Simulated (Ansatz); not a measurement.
## Formation energy and levels of the substitutional impurity N_C in C (Fd-3m)

Wanted: the transition levels of a substitutional impurity in C (Fd-3m), from a cell of 216 host atoms with 1 C taken out and 1 N put in.

Calculated with Ansatz 0.2.0; place-levels on HSE06 runs: charge-transition levels and formation energies with image-charge correction and potential alignment at the atomic sites.

Experimental background.

For C, diamond (bulk crystal), “Fermi level pinning by defects can explain the large reported carbon 1s binding energy variations in diamond” (2019, arxiv:1902.02958) quotes earlier work: band gap (band gap, experimental literature value) 5.5 eV [literature value quoted in passing in the introduction; temperature not stated].

This is a report of a sequence of runs, with most program output left out.

## 1. Set-up

The cell holds 216 atoms: 215 C and 1 N. Cell: a = 10.636 Å, b = 10.636 Å, c = 10.636 Å, α = 90.0°, β = 90.0°, γ = 90.0°. It derives from C (space group Fd-3m). Nearest the centre at fractional (0.417, 0.417, 0.417): N109 at 0.00 Å, C106 at 1.54 Å, C108 at 1.54 Å, C107 at 1.54 Å, C105 at 1.54 Å, C40 at 2.51 Å, C86 at 2.51 Å, C39 at 2.51 Å.

Screening for the image-charge correction: ε∞ = 5.87, ε0 = 5.87, from a response run on this crystal (DFPT, PBEsol) at that run's own cell.

The cell's shortest repeat is 10.6 Å.

## 2. The runs of each charge state

Levels follow from differences of total energies between charge states, each relaxed by itself.

Random displacements of about 0.05 Å break the site symmetry at the start, so that the relaxation can reach a distorted minimum if there is one. Forces are taken at one point at (¼, ¼, ¼). The cell holds 1 electron more than the neutral one, with a uniform background that keeps it neutral on the whole.

One state's input; the others differ in charge, spin, start and seed, and in occupations where the table says so.

qm1.relax/input.yaml reads:

```yaml
crystal:
  lattice:
    - [3.54539144, 0.0, 0.0]
    - [0.0, 3.54539144, 0.0]
    - [0.0, 0.0, 3.54539144]
  atoms:
    - { symbol: C, position: [0.0, 0.0, 0.0] }
    - { symbol: C, position: [0.0, 0.5, 0.5] }
    - { symbol: C, position: [0.5, 0.0, 0.5] }
    - { symbol: C, position: [0.5, 0.5, 0.0] }
    - { symbol: C, position: [0.25, 0.25, 0.25] }
    - { symbol: C, position: [0.25, 0.75, 0.75] }
    - { symbol: C, position: [0.75, 0.25, 0.75] }
    - { symbol: C, position: [0.75, 0.75, 0.25] }
  supercell: [3, 3, 3]
  defects: [{ substitution: { at: 108, symbol: "N" } }]
total_charge: -1
basis:
  ecutwfc: 420
  xc_grid: 2
hamiltonian:
  xc: pbesol
kpoints:
  mp_grid: { grid: [1, 1, 1], shift: [0.25, 0.25, 0.25] }
scf:
  occupations: { method: fixed }
  max_iter: 100
output:
  forces: true
  charged_corrections:
    epsilon: 5.87
    static_epsilon: 5.87
    defect_position: [0.416667, 0.416667, 0.416667]
relax:
  f_tol: 0.02
  max_steps: 60
  random_displacement: { amplitude: 0.05, seed: 11 }
checkpoint:
  write: "../qm1.relax.run"
  compress: false
  write_wavefunctions: true
  write_every: 100000
```

On the command line:

```bash
ansatz run input.yaml --threads 10 --pin off --max-ram 65945MiB --backend cuda --events-out ev --progress --plain --runs-dir out
```

Exact exchange opens the gap and lessens the self-interaction that spreads bound carriers; this run is a single point that starts from the saved hybrid relaxation.

The run of this state that the levels use, under HSE06:

qm1.hybq/input.yaml reads:

```yaml
crystal:
  checkpoint: "../qm1.hrelax.run"
  host: checkpoint
total_charge: -1
basis:
  ecutwfc: 420
  xc_grid: 2
hamiltonian:
  xc: hse06
kpoints:
  mp_grid: { grid: [1, 1, 1], shift: [0.25, 0.25, 0.25] }
scf:
  occupations: { method: fixed }
  max_iter: 100
output:
  forces: true
  charged_corrections:
    epsilon: 5.87
    static_epsilon: 5.87
    defect_position: [0.416667, 0.416667, 0.416667]
  eigenvalues: true
checkpoint:
  read: "../qm1.hrelax.run"
  write: "../qm1.hybq.run"
  compress: false
  write_wavefunctions: false
  write_every: 100000
```

Relaxations under PBEsol at one point at (¼, ¼, ¼); times on 1 × NVIDIA H100 80GB HBM3 with 10 threads of AMD EPYC 7R13 (Zen 3), shared host:

```
charge  moment (μB)  occupations    outcome  steps  largest displacement against the far atoms (Å)  time
    −1            0        fixed  converged     12                                            0.34  20 s
     0            1        fixed  converged      7                                            0.24  16 s
    +1            0        fixed  converged      7                                            0.01  10 s
```

Relaxations under HSE06 at the zone centre alone; times on 1 × NVIDIA H100 80GB HBM3 with 10 threads of AMD EPYC 7R13 (Zen 3), shared host:

```csv
charge,moment (μB),occupations,outcome,steps,largest displacement against the far atoms (Å),time
−1,0,fixed,converged,4,0.35,25 s
0,1,fixed,converged,3,0.26,31 s
+1,0,fixed,converged,3,0.01,21 s
```

Single points under HSE06 at one point at (¼, ¼, ¼); times on 1 × NVIDIA H100 80GB HBM3 with 10 threads of AMD EPYC 7R13 (Zen 3), shared host:

```csv
charge,moment (μB),occupations,outcome,time
−1,0,fixed,converged,21 s
0,1,fixed,converged,45 s
+1,0,fixed,converged,23 s
```

Distances (Å) from N109 to the nearest atoms after relaxation with HSE06:

```csv
charge,moment (μB),1.,2.,3.,4.,5.,6.
−1,0,C 1.43,C 1.43,C 1.43,C 2.17,C 2.28,C 2.28
0,1,C 1.46,C 1.46,C 1.46,C 2.02,C 2.36,C 2.36
+1,0,C 1.54,C 1.54,C 1.54,C 1.54,C 2.50,C 2.50
```

## 3. Placing the levels, PBEsol

PBEsol is run to see how far the result rests on the functional, though not on the errors that semilocal functionals share; the sampling changes too, to a 2×2×2 shifted mesh, so differences hold both changes.

qm1.semi/input.yaml reads:

```yaml
crystal:
  checkpoint: "../qm1.relax.run"
  host: checkpoint
total_charge: -1
basis:
  ecutwfc: 420
  xc_grid: 2
hamiltonian:
  xc: pbesol
kpoints:
  mp_grid: { grid: [2, 2, 2], shift: [0.5, 0.5, 0.5] }
scf:
  occupations: { method: fixed }
  max_iter: 100
output:
  forces: true
  charged_corrections:
    epsilon: 5.87
    static_epsilon: 5.87
    defect_position: [0.416667, 0.416667, 0.416667]
  eigenvalues: true
  eigenstates: { localisation: true }
  populations: true
checkpoint:
  read: "../qm1.relax.run"
  write: "../qm1.semi.run"
  compress: false
  write_wavefunctions: false
  write_every: 100000
```

The job ended after 9.5 s (1 × NVIDIA H100 80GB HBM3 with 10 threads of AMD EPYC 7R13 (Zen 3), shared host; peak memory 3.4 GiB; 56 s of CPU time).

levels.semi.yaml reads:

```yaml
host:
  run: host.semi.run
states: [qm1.semi.run, q0_M1.semi.run, qp1.semi.run]
geometry_from:
  qm1.semi.run: qm1.relax.run
  q0_M1.semi.run: q0_M1.relax.run
  qp1.semi.run: qp1.relax.run
  host.semi.run: host.relax.run
chemical_potentials:
  C:
    energy: -246.667945
    dataset: <sha256 of the dataset>
  "N":
    energy: -378.471758
    dataset: "<sha256 of the dataset>"
```

On the command line:

```bash
ansatz place-levels levels.semi.yaml -- --threads 10 --pin off --max-ram 65945MiB
```

It took 0.42 s on 10 threads.

Under PBEsol the gap is 4.05 eV, (+1/0) 2.87, (0/−1) 3.70 eV.

## 4. Placing the levels, HSE06, the zone centre alone

qm1.hyb/input.yaml reads:

```yaml
crystal:
  checkpoint: "../qm1.hrelax.run"
  host: checkpoint
total_charge: -1
basis:
  ecutwfc: 420
  xc_grid: 2
hamiltonian:
  xc: hse06
kpoints:
  mp_grid: { grid: [1, 1, 1] }
scf:
  occupations: { method: fixed }
  max_iter: 100
output:
  forces: true
  charged_corrections:
    epsilon: 5.87
    static_epsilon: 5.87
    defect_position: [0.416667, 0.416667, 0.416667]
  eigenvalues: true
  eigenstates: { localisation: true }
  populations: true
checkpoint:
  read: "../qm1.hrelax.run"
  write: "../qm1.hyb.run"
  compress: false
  write_wavefunctions: false
  write_every: 100000
```

Wall time 12 s (1 × NVIDIA H100 80GB HBM3 with 10 threads); peak memory 2.7 GiB; 31 s of CPU time.

levels.hyb.yaml reads:

```yaml
host:
  run: host.hyb.run
states: [qm1.hyb.run, q0_M1.hyb.run, qp1.hyb.run]
geometry_from:
  qm1.hyb.run: qm1.hrelax.run
  q0_M1.hyb.run: q0_M1.hrelax.run
  qp1.hyb.run: qp1.hrelax.run
chemical_potentials:
  C:
    energy: -250.883539
    dataset: <sha256 of the dataset>
  "N":
    energy: -383.842267
    dataset: "<sha256 of the dataset>"
```

On the command line:

```bash
ansatz place-levels levels.hyb.yaml -- --threads 10 --pin off --max-ram 65945MiB
```

Elapsed: 0.4 s, on 10 threads.

Under HSE06 the gap is 5.34 eV, (+1/0) 3.45, (0/−1) 4.47 eV; the stage before (PBEsol, at other k-points) gave a gap of 4.05 eV and levels within 0.77 eV of these.

## 5. Placing the levels, HSE06, one point at (¼, ¼, ¼)

A charged cell interacts with its images and the background, and its potential has another zero than the host's. place-levels removes the first by a point-charge model, screened by the static dielectric constant since the ions have relaxed around the charge, and the second by comparing potentials at atoms far from the defect.

The host is a run of the defect-free crystal in the same cutoffs, grids and k-points, so that basis and sampling errors cancel in part in the differences. The host is run in a cell of 8 atoms on a matching mesh. Its band edges are searched through the zone by a band path, so the gap is smaller than, or equal to, that on the mesh. Chemical potentials are energies per atom of C (diamond) and N (N2 molecule), run with the same functional and cutoff. Carbon is taken as diamond, which semilocal functionals can put about 0.1 eV an atom over graphite.

levels.hybq.yaml reads:

```yaml
host:
  run: host.hybq.run
states: [qm1.hybq.run, q0_M1.hybq.run, qp1.hybq.run]
geometry_from:
  qm1.hybq.run: qm1.hrelax.run
  q0_M1.hybq.run: q0_M1.hrelax.run
  qp1.hybq.run: qp1.hrelax.run
chemical_potentials:
  C:
    energy: -250.883539
    dataset: <sha256 of the dataset>
  "N":
    energy: -383.842267
    dataset: "<sha256 of the dataset>"
```

On the command line:

```bash
ansatz place-levels levels.hybq.yaml -- --threads 10 --pin off --max-ram 65945MiB
```

The job ended after 0.35 s (10 threads).

Under HSE06 the gap is 5.32 eV, (+1/0) 3.50, (0/−1) 4.61 eV; the stage before (HSE06, at other k-points) gave a gap of 5.34 eV and levels within 0.14 eV of these.

Levels between the charges placed, in eV above the valence top:

```
       gap (eV)  (+1/0)  (0/−1)
HSE06      5.32    3.50    4.61
```

Corrections by state:

| charge | moment (μB) | image terms and alignment (eV) | band filling (eV) | ε used | over the lowest of its charge, as the program ranks them, band filling apart (eV) |
| --- | --- | --- | --- | --- | --- |
| +1 | 0.0 | 0.316 | - | 5.87 | 0.000 |
| 0 | 1.0 | 0.002 | - | - | 0.000 |
| −1 | 0.0 | 0.322 | - | 5.87 | 0.000 |

From the program's caveats on the states, each cut to its opening words:

- charge +1, −1: how wide its charge is, is not read beside other atoms or cores, and a band state would take no correction
- charge 0 (1 μB): flagged: stability check not made

Chemical potentials of the elements' reference phases, run alike. Formation energies (elemental references), with the Fermi level at the valence top and at the conduction bottom (gap 5.32 eV):

| charge | at valence top (eV) | at conduction bottom (eV) | correction included (eV) |
| --- | --- | --- | --- |
| +1 | 0.61 | 5.93 | 0.32 |
| 0 | 4.11 | 4.11 | 0.00 |
| −1 | 8.71 | 3.39 | 0.32 |

```
Fermi level (eV)  lowest formation energy (eV)
            0.00                          0.61
            0.48                          1.09
            0.97                          1.58
            1.45                          2.06
            1.93                          2.54
            2.42                          3.03
            2.91                          3.52
            3.39                          4.00
            3.87                          4.11
            4.36                          4.11
            4.84                          3.87
            5.32                          3.39
```

## 6. Cost and result

Levels between neighbouring charges, in eV above each run's own valence top:

```
                            gap (eV)  (+1/0)  (0/−1)  GPU time a state at this stage (restarts are quicker than cold starts)
PBEsol, 2×2×2 shifted mesh      4.05    2.87    3.70                                                                    12 s
  HSE06, zone centre alone      5.34    3.45    4.47                                                                    18 s
          HSE06, (¼, ¼, ¼)      5.32    3.50    4.61                                                                    29 s
```

## 7. Summary of results

```
gap of the host                                                             : 5.32 eV (HSE06)
level (plus 1/0)                                                            : 3.50 eV above the valence top
level (0/minus 1)                                                           : 4.61 eV above the valence top
lowest of the charges placed, just above the valence top (0.02 eV)          : +1
lowest of the charges placed, just below the conduction bottom (0.02 eV)    : −1
lowest formation energy at mid-gap of the charges run, elemental references : 3.27 eV
```

What this shows: Of the charges placed (−1, 0 and +1), the lowest changes at 3.50 eV (+1/0) and 4.61 eV (0/−1) above the valence top, in a gap of 5.32 eV. Charges above +1 and below −1 were not placed, so these runs say nothing of levels that involve them. States placed: +1 at 0 μB; 0 at 1 μB; −1 at 0 μB. Other spin states or structures, where not listed, weren't placed. Under HSE06, the change of sampling (the zone centre alone against one point at (¼, ¼, ¼)) moves a level by 0.14 eV, which is the scale of doubt on levels at the coarser sampling. N is taken at its element; compounds, which aren't counted here, bound the chemical potentials and would shift these formation energies. Limits: one k-point off the zone centre stands for the whole zone; where a gas molecule sets a chemical potential or the host's formation energy, its binding is uncorrected; force components of up to 0.34 eV/Å remain in a run at the final settings.

Calculation against experiment:

| quantity | measured | PBEsol | HSE06 |
| --- | --- | --- | --- |
| band gap (least gap of the host) (eV) | 5.5 | 4.05 (-1.45 eV) | 5.32 (-0.18 eV) |

Measured values from arxiv:1902.02958 (2019).

How well it matches: For the band gap, of the levels listed nearest comes HSE06 (-0.18 eV, good agreement) and farthest PBEsol (-1.45 eV, a clear miss). Zero-point and thermal motion shift the measured gap.

[Logs are printed without paths, hosts, clocks, repeated set-up lines and the standing remarks that a program may print on its own settings, such as how far it seeks lower states.]

[Hosts, paths, dates, database ids (printed as entryN), source tags and the programs' standing remarks are cut or masked in the printed files.]

[Where a table of states has a column of steps, it counts the stored structures, which are thinned; the runs took as many ionic steps or more.]

[A defect's name tells the site on which it was built; relaxed atoms can leave that site.]

[For some hosts the program warned that the k-mesh of the response run may be too coarse for force constants and the static dielectric constant; such warnings are not shown here.]
